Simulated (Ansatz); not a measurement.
# LiH10C6IN2O2 (C2/c) (176 atoms) under strain

Aim: relax LiH10C6IN2O2 (C2/c) (176 atoms), then change its volume and shape to read moduli from the stress.

Calculated with Ansatz 0.2.0; Kohn-Sham DFT, PBE+D3(BJ), PAW (set soft_2), plane waves.

### Step 1. The structure

The cell holds 176 atoms: 8 Li, 80 H, 48 C, 8 I, 16 N and 16 O. Cell: a = 14.097 Å, b = 14.036 Å, c = 10.923 Å, α = 90.0°, β = 100.0°, γ = 90.0°. It derives from LiH10C6IN2O2 (C2/c), repeated 1×1×1. LiH10C6IN2O2, space group C2/c, structure from the Crystallography Open Database, 1 x 1 x 1 conventional cells; every coordinate displaced by a Gaussian of 0.03 Å; bonds to H set to neutron lengths (C-H 1.089, N-H 1.015, O-H 0.983, B-H 1.19 Å) where the listed ones are shorter.

Limits known from the start: The Brillouin zone is sampled at Γ only. No spin–orbit coupling is included, so levels derived from the heavy atoms are approximate.

### Step 2. Single point at the start

A single point comes first, to see the forces before anything moves.

File input.yaml:

```yaml
crystal:
  lattice:
    - [14.097, 0.0, 0.0]
    - [0.0, 14.036, 0.0]
    - [-1.89113, 0.0, 10.75805]
  atoms:
    - { symbol: Li, position: [0.21996, 0.289, 0.74462] }
    - { symbol: Li, position: [0.77883, 0.2917, 0.75824] }
    - { symbol: Li, position: [0.72637, 0.79257, 0.74211] }
    - { symbol: Li, position: [0.27845, 0.78979, 0.75729] }
    - { symbol: Li, position: [0.77633, 0.71194, 0.25863] }
    - { symbol: Li, position: [0.22025, 0.70987, 0.23627] }
    - { symbol: Li, position: [0.27663, 0.21143, 0.25569] }
    - { symbol: Li, position: [0.72229, 0.20474, 0.24333] }
    - { symbol: H, position: [0.84389, 0.49717, 0.98935] }
    - { symbol: H, position: [0.15022, 0.49639, 0.50896] }
    - { symbol: H, position: [0.34681, 0.99887, 0.9907] }
    - { symbol: H, position: [0.65485, 0.99552, 0.51302] }
    - { symbol: H, position: [0.15157, 0.50398, 0.01007] }
    - { symbol: H, position: [0.84626, 0.50063, 0.49231] }
    - { symbol: H, position: [0.65211, 0.00206, 0.00738] }
    - { symbol: H, position: [0.34689, 0.00103, 0.49098] }
    - { symbol: H, position: [0.72748, 0.47123, 0.91811] }
    - { symbol: H, position: [0.27308, 0.47294, 0.57896] }
    - { symbol: H, position: [0.22985, 0.9722, 0.91805] }
    - { symbol: H, position: [0.77283, 0.97013, 0.58227] }
    - { symbol: H, position: [0.2695, 0.52796, 0.07835] }
    - { symbol: H, position: [0.72641, 0.5327, 0.42111] }
    - { symbol: H, position: [0.77333, 0.02905, 0.07869] }
    - { symbol: H, position: [0.23162, 0.02448, 0.42196] }
    - { symbol: H, position: [0.66678, 0.54853, 0.08865] }
    - { symbol: H, position: [0.33059, 0.54855, 0.40584] }
    - { symbol: H, position: [0.16481, 0.04713, 0.09157] }
    - { symbol: H, position: [0.83384, 0.04757, 0.41357] }
    - { symbol: H, position: [0.33444, 0.44978, 0.91788] }
    - { symbol: H, position: [0.6668, 0.45573, 0.58944] }
    - { symbol: H, position: [0.82896, 0.9531, 0.90755] }
    - { symbol: H, position: [0.1677, 0.95309, 0.59346] }
    [... 138 atom lines left out ...]
    - { symbol: O, position: [0.40594, 0.25886, 0.34037] }
    - { symbol: O, position: [0.59898, 0.2577, 0.15898] }
    - { symbol: O, position: [0.09946, 0.24187, 0.66121] }
    - { symbol: O, position: [0.90038, 0.24604, 0.84093] }
    - { symbol: O, position: [0.59748, 0.74566, 0.66173] }
    - { symbol: O, position: [0.39653, 0.74172, 0.8374] }
kpoints:
  mp_grid: { grid: [1, 1, 1] }
hamiltonian:
  xc: pbe
  dispersion: d3bj
scf:
  occupations: { method: fermi_dirac, width: 0.05 }
output:
  forces: true
```

The run is started by

```bash
$ ansatz run input.yaml --threads 4 --pin off --max-ram 8192MiB --backend cpu --events-out ev --progress --plain --runs-dir out
```

Standard output:

```text
Engine: ansatz 0.2.0, x86_64-unknown-linux-gnu
Pseudopotentials: kind: paw
Pseudopotential: Li, paw, valence charge 3, recommended cutoff 420 eV (normal), Li.paw.azcp
Pseudopotential: H, paw, valence charge 1, recommended cutoff 420 eV (normal), H.paw.azcp
Pseudopotential: C, paw, valence charge 4, recommended cutoff 420 eV (normal), C.paw.azcp
Pseudopotential: I, paw, valence charge 17, recommended cutoff 420 eV (normal), I.paw.azcp
Pseudopotential: N, paw, valence charge 5, recommended cutoff 420 eV (normal), N.paw.azcp
Pseudopotential: O, paw, valence charge 6, recommended cutoff 420 eV (normal), O.paw.azcp
[... 5 lines on functional and potentials left out ...]
Crystal: 176 atoms, lattice volume = 2128.647 Å³
Basis set: ecut = 420 eV, 41671 PW (Γ), exchange–correlation on 192×192×150 points (8 copies of the dense FFT grid, shifted against one another)
Bands: 480, of which v1, the nominal top of the filled ones, is band 304 counted from 1 (303 counted from 0)
Symmetry: 1 space group operations
Space group: P1 (ITA 1), of the structure as read, at distance tolerance 1.3e-4 Å
k-points: 1
[... 13 lines on functional and potentials left out ...]
Initial density: superposition of atomic densities (neutral atoms: chi_scale 0, normalization atom), corrected by the library's trained network
Initial wavefunctions: pseudopotential atomic-orbital guess
Functional: x = pbe(κ = 0.804, μ = 0.219515), c = pbe(β = 0.066725)
SCF iter   1: F=—  HF=-90302.350328 eV  |F-HF|=—  |Δ(HF+E_count)|=         —  Δρ=3.53e-3  dr2=2.32e-1  ethr=1.77e-3  ⟨swp⟩=6.0  Hψ=2187  notcnv=0  defer=119
preconditioner: auto → Resta (q_TF=auto, 2.214 Å⁻¹)  ε∞=2.5  [insulator: Δε(μ)=4.082 eV  Ē_g=14.193 eV  σ=0.050 eV  W_gap=1.00  n_scr=382 (ndim 8)  ℏωp=17.6 eV  f_vac=0.149  D(μ)=0.00/eV (n_scr^D=0)  ε∞_Penn≈2.5]
SCF iter   2: F=—  HF=-90302.357605 eV  |F-HF|=—  |Δ(HF+E_count)|=   7.28e-3  Δρ=1.66e-3  dr2=4.75e-2  ethr=3.82e-5  ⟨swp⟩=2.0  Hψ=824  notcnv=0  defer=132
SCF iter   3: F=—  HF=-90302.373134 eV  |F-HF|=—  |Δ(HF+E_count)|=   1.55e-2  Δρ=7.73e-4  dr2=1.40e-2  ethr=7.81e-6  ⟨swp⟩=2.0  Hψ=551  notcnv=0  defer=5
automatic band count: iteration 3 solves 353 bands in place of 480: the levels show a gap, and the empty bands left out lie too high to hold charge; the band table lists the bands solved (type scf.n_extra_bands for more)
SCF iter   4: F=—  HF=-90302.372991 eV  |F-HF|=—  |Δ(HF+E_count)|=   1.43e-4  Δρ=2.97e-4  dr2=2.30e-3  ethr=2.30e-6  ⟨swp⟩=2.0  Hψ=530  notcnv=0  defer=5
SCF iter   5: F=—  HF=-90302.373118 eV  |F-HF|=—  |Δ(HF+E_count)|=   1.27e-4  Δρ=1.02e-4  dr2=2.72e-4  ethr=3.78e-7  ⟨swp⟩=2.0  Hψ=547  notcnv=0  defer=5
SCF iter   6: F=—  HF=-90302.373253 eV  |F-HF|=—  |Δ(HF+E_count)|=   1.35e-4  Δρ=5.79e-5  dr2=7.77e-5  ethr=4.47e-8  ⟨swp⟩=2.0  Hψ=563  notcnv=0  defer=5
SCF iter   7: F=—  HF=-90302.373877 eV  |F-HF|=—  |Δ(HF+E_count)|=   6.24e-4  Δρ=2.15e-5  dr2=1.12e-5  ethr=1.28e-8  ⟨swp⟩=2.0  Hψ=603  notcnv=0  defer=43
SCF iter   8: F=—  HF=-90302.373880 eV  |F-HF|=—  |Δ(HF+E_count)|=   2.92e-6  Δρ=9.42e-6  dr2=1.92e-6  ethr=1.84e-9  ⟨swp⟩=2.0  Hψ=548  notcnv=0  defer=43
SCF iter   9: F=—  HF=-90302.373881 eV  |F-HF|=—  |Δ(HF+E_count)|=   9.66e-7  Δρ=3.46e-6  dr2=2.83e-7  ethr=3.16e-10  ⟨swp⟩=2.0  Hψ=562  notcnv=0  defer=43
SCF iter  10: F=-90302.373881 eV  HF=-90302.373881 eV  |F-HF|=9.30e-9  |Δ(HF+E_count)|=   2.85e-7  Δρ=1.59e-6  dr2=6.50e-8  ethr=1.64e-11  ⟨swp⟩=4.0  Hψ=1146  notcnv=0
SCF 1 converged in 10 iterations: F = -90302.373881 eV  dr2 = 6.50e-8
  greatest PAW one-centre occupation: 1.000 electrons in one spin orbital (limit 2), on the Li atom at site 1 (counted from 0), in its partial waves of l = 0
SCF converged after 10 iterations
Free energy (F): -90302.373881 eV
Harris-Foulkes:  -90302.373881 eV  (|F-HF|=9.30e-9)
Internal energy: -90302.373881 eV  (E = F + TS)
E sigma→0 (E₀):  -90302.373881 eV
Fermi energy:    2.738623 eV
--- Per-component energies (eV) ---
  E_band       = -7502.103197
  E_kinetic    = 12053.121438
  E_local      = -47725.292809  (includes V_loc(G=0)·N_el)
  E_nonlocal   = 2031.022414
  E_hartree    = 19235.645671
  E_xc         = -6239.901854
  E_vxc        = -7593.586096  (∫ρ·V_xc dr)
  E_paw        = -48112.116837  (= ΣΔE_a)
  E_vpaw       = -4738.593545  (= ΣTr[D̂ρ^β])
  E_aug_tail   = -0.065987  (compensation charges beyond the density's cutoff)
  E_ewald      = -21532.317108
  E_disp       = -12.468810  (pairwise vdW)
  E_smearing   = -0.000000  (= −TS)
  E_closure    = 0.000000  (closes the sum)
  Σ components = -90302.373881   (vs F -90302.373881, Δ=0.00e0)
--- Forces (eV/Å), atoms counted from 1 ---
  atom   1  Li     0.25039844    -0.02110758    -0.06289166
  atom   2  Li    -0.15445975    -0.24611912     0.01246995
  atom   3  Li    -0.20415992    -0.16838764     0.10646354
  atom   4  Li    -0.12217692     0.05388928    -0.19963265
  atom   5  Li     0.15912700    -0.21374049    -0.08469947
  atom   6  Li     0.20003473     0.05845984     0.21632223
  atom   7  Li     0.12839094     0.12791574     0.06465277
  atom   8  Li     0.08820503     0.42208639    -0.08061903
  atom   9  H      1.21361261    -0.19313288    -0.00301099
  atom  10  H      0.78620492     0.07463957     0.17569932
  atom  11  H      2.61255778    -0.80239027     0.19264103
  atom  12  H     -2.22180892    -0.54343782    -0.16901067
  atom  13  H      0.07953498    -0.11880097     0.06040077
  atom  14  H      3.33699417     1.18213770     0.36711886
[...]
atom 175  O      1.18585444    -2.65403845     2.23467127
  atom 176  O      0.81788455    -0.27830446     0.77573832
  max |Σ_I F_I| component: 4.66e-5 eV/Å
```

It took 23 s on 4 threads of Intel Xeon Platinum 8259CL at 2.50GHz (Skylake/Cascade Lake), shared host; peak memory 3.1 GiB; 76 s of CPU time.

The r.m.s. force at the start is 2.6 eV/Å.

### Step 3. Cell and atoms relaxed

Cell and atoms are freed together, to release stress as well as forces.

File input.yaml:

```yaml
crystal:
  lattice:
    - [14.097, 0.0, 0.0]
    - [0.0, 14.036, 0.0]
    - [-1.89113, 0.0, 10.75805]
  atoms:
    [... the 176 atom lines of step 2 ...]
kpoints:
  mp_grid: { grid: [1, 1, 1] }
hamiltonian:
  xc: pbe
  dispersion: d3bj
scf:
  occupations: { method: fermi_dirac, width: 0.05 }
output:
  forces: true
relax:
  f_tol: 0.05
  max_steps: 150
  cell: {}
```

Standard output:

```text
[...]
Crystal: 176 atoms, lattice volume = 2128.647 Å³
Basis set: ecut = 420 eV, 41671 PW (Γ), exchange–correlation on 192×192×150 points (8 copies of the dense FFT grid, shifted against one another)
Bands: 480, of which v1, the nominal top of the filled ones, is band 304 counted from 1 (303 counted from 0)
Symmetry: 1 space group operations
[...]
k-points: 1
[...]
SCF iter   1: F=—  HF=-90302.350328 eV  |F-HF|=—  |Δ(HF+E_count)|=         —  Δρ=3.53e-3  dr2=2.32e-1  ethr=1.77e-3  ⟨swp⟩=6.0  Hψ=2187  notcnv=0  defer=119
[...]
SCF iter  10: F=-90302.373881 eV  HF=-90302.373881 eV  |F-HF|=9.42e-9  |Δ(HF+E_count)|=   2.73e-7  Δρ=1.55e-6  dr2=6.13e-8  ethr=1.64e-11  ⟨swp⟩=4.0  Hψ=1325  notcnv=0
SCF 1 converged in 10 iterations: F = -90302.373881 eV  dr2 = 6.13e-8
[...]
relax step   1: F+E_penalty+E_count = -90302.37388106 eV  Δ(F+E_penalty+E_count) = +0.000e0 eV  max|allowed force component| = 1.935e1 eV/Å  Δτ_max = 0.0000 Å  P = +4.154 GPa  Ω = 2128.647 Å³  (10 SCF iters, dr2 threshold 1.00e-7 eV, accepted)
[... from here on, the SCF cycles and remarks between the steps are left out ...]
relax step   2: F+E_penalty+E_count = -90311.26892729 eV  Δ(F+E_penalty+E_count) = -8.895e0 eV  max|allowed force component| = 2.194e0 eV/Å  Δτ_max = 0.1947 Å  P = +0.376 GPa  Ω = 2052.208 Å³  energy of the carried Pulay correction = +1.823e-1 eV  (9 SCF iters, dr2 threshold 1.76e-5 eV, accepted)
relax step   3: F+E_penalty+E_count = -90312.08609574 eV  Δ(F+E_penalty+E_count) = -8.172e-1 eV  max|allowed force component| = 1.189e0 eV/Å  Δτ_max = 0.1934 Å  P = -0.229 GPa  Ω = 2083.246 Å³  energy of the carried Pulay correction = +1.075e-1 eV  (7 SCF iters, dr2 threshold 1.76e-5 eV, accepted)
relax step   4: F+E_penalty+E_count = -90312.34143337 eV  Δ(F+E_penalty+E_count) = -2.553e-1 eV  max|allowed force component| = 3.249e-1 eV/Å  Δτ_max = 0.1271 Å  P = -0.066 GPa  Ω = 2054.385 Å³  energy of the carried Pulay correction = +1.770e-1 eV  (7 SCF iters, dr2 threshold 1.76e-5 eV, accepted)
relax step   5: F+E_penalty+E_count = -90312.34846245 eV  Δ(F+E_penalty+E_count) = -7.029e-3 eV  max|allowed force component| = 1.392e-1 eV/Å  Δτ_max = 0.1089 Å  P = -0.028 GPa  Ω = 2061.869 Å³  energy of the carried Pulay correction = +1.589e-1 eV  (9 SCF iters, dr2 threshold 6.60e-6 eV, accepted)
relax step   6: F+E_penalty+E_count = -90312.37236237 eV  Δ(F+E_penalty+E_count) = -2.390e-2 eV  max|allowed force component| = 1.175e-1 eV/Å  Δτ_max = 0.0797 Å  P = -0.002 GPa  Ω = 2066.531 Å³  energy of the carried Pulay correction = +1.476e-1 eV  (9 SCF iters, dr2 threshold 1.21e-6 eV, accepted)
relax step   7: F+E_penalty+E_count = -90312.39043687 eV  Δ(F+E_penalty+E_count) = -1.807e-2 eV  max|allowed force component| = 1.229e-2 eV/Å  Δτ_max = 0.0340 Å  P = -0.003 GPa  Ω = 2063.896 Å³  energy of the carried Pulay correction = +1.540e-1 eV  (7 SCF iters, dr2 threshold 8.62e-7 eV, accepted)
relax step   8: F+E_penalty+E_count = -90312.25392936 eV  Δ(F+E_penalty+E_count) = +1.365e-1 eV  max|allowed force component| = 1.112e-2 eV/Å  Δτ_max = 0.0000 Å  P = -0.096 GPa  Ω = 2063.896 Å³  stress off target by 1.20e-1 GPa  SCF on the basis re-selected at this cell (its energy is not comparable with the rows above)  (7 SCF iters)
relax step   9: F+E_penalty+E_count = -90312.30858127 eV  Δ(F+E_penalty+E_count) = -5.465e-2 eV  max|allowed force component| = 9.283e-3 eV/Å  Δτ_max = 0.0348 Å  P = +0.022 GPa  Ω = 2043.328 Å³  energy of the carried Pulay correction = +4.665e-2 eV  (10 SCF iters, dr2 threshold 3.61e-8 eV, accepted)
relax step  10: F+E_penalty+E_count = -90312.26205538 eV  Δ(F+E_penalty+E_count) = +4.653e-2 eV  max|allowed force component| = 1.016e-2 eV/Å  Δτ_max = 0.0000 Å  P = +0.007 GPa  Ω = 2043.328 Å³  stress off target by 1.12e-2 GPa  SCF on the basis re-selected at this cell (its energy is not comparable with the rows above)  (6 SCF iters)
[...]
SCF converged after 6 iterations
Free energy (F): -90312.262055 eV
[...]
Internal energy: -90312.262055 eV  (E = F + TS)
E sigma→0 (E₀):  -90312.262055 eV
Fermi energy:    2.928728 eV
[...]
--- Forces (eV/Å), atoms counted from 1 ---
  atom   1  Li     0.00782373    -0.00322635    -0.00406832
  atom   2  Li    -0.00846075    -0.00371917     0.00375793
  atom   3  Li     0.00726989    -0.00436258    -0.00428828
  atom   4  Li    -0.00764183    -0.00361964     0.00395343
  atom   5  Li    -0.00664998     0.00392617     0.00386838
  atom   6  Li     0.00708438     0.00416014    -0.00441761
  atom   7  Li    -0.00747263     0.00321183     0.00391593
  atom   8  Li     0.00663891     0.00524817    -0.00433795
  atom   9  H      0.00942523    -0.00418438     0.00063267
  atom  10  H     -0.00956393    -0.00360605    -0.00029009
  atom  11  H      0.00932263    -0.00379129     0.00123985
  atom  12  H     -0.00952195    -0.00366641    -0.00119928
  atom  13  H     -0.00989058     0.00347977    -0.00066737
  atom  14  H      0.00936923     0.00386477     0.00059811
[...]
atom 175  O     -0.00420579     0.00405878    -0.00188569
  atom 176  O      0.00628486     0.00331106     0.00202818
  max |Σ_I F_I| component: 1.14e-6 eV/Å
--- Stress (GPa, compression-positive) ---
        0.002012      -0.000480       0.002937
       -0.000480       0.010716      -0.000469
        0.002938      -0.000469       0.009448
  P = ⅓ Tr σ = 0.0074 GPa (0.074 kbar)
--- Relaxed structure (8 steps of the walk, 8 accepted, 2 SCFs on fresh bases) ---
  F+E_penalty+E_count = -90312.26205538 eV   max|allowed force component| = 1.016e-2 eV/Å   (the final SCF, on the basis selected at the relaxed cell)
  cell:  # Å, volume = 2043.3285 Å³
    - [13.842746, 0.000974479, -0.106847]
    - [0.000970262, 13.806915, -0.000267898]
    - [-1.938561, -0.000336061, 10.705986]
  atoms:
    - { symbol: Li, position: [0.224702, 0.293433, 0.744408] }
    - { symbol: Li, position: [0.775513, 0.293156, 0.756415] }
    - { symbol: Li, position: [0.724616, 0.793636, 0.744315] }
    - { symbol: Li, position: [0.275221, 0.793278, 0.756250] }
[...]
- { symbol: O, position: [0.402804, 0.745709, 0.835751] }
```

Wall time 3.7 min (4 threads); peak memory 3.1 GiB; 14 min of CPU time.

The relaxation converged after 8 steps, with a largest force component of 0.010 eV/Å.

(Continued in part 2 of 3.)

[Long decimals in the printed logs are rounded to 6 places.]

[Logs are printed without paths, hosts, clocks, repeated set-up lines and the standing remarks that a program may print on its own settings, such as how far it seeks lower states.]

[Hosts, paths, dates, database ids (printed as entryN), source tags and the programs' standing remarks are cut or masked in the printed files.]
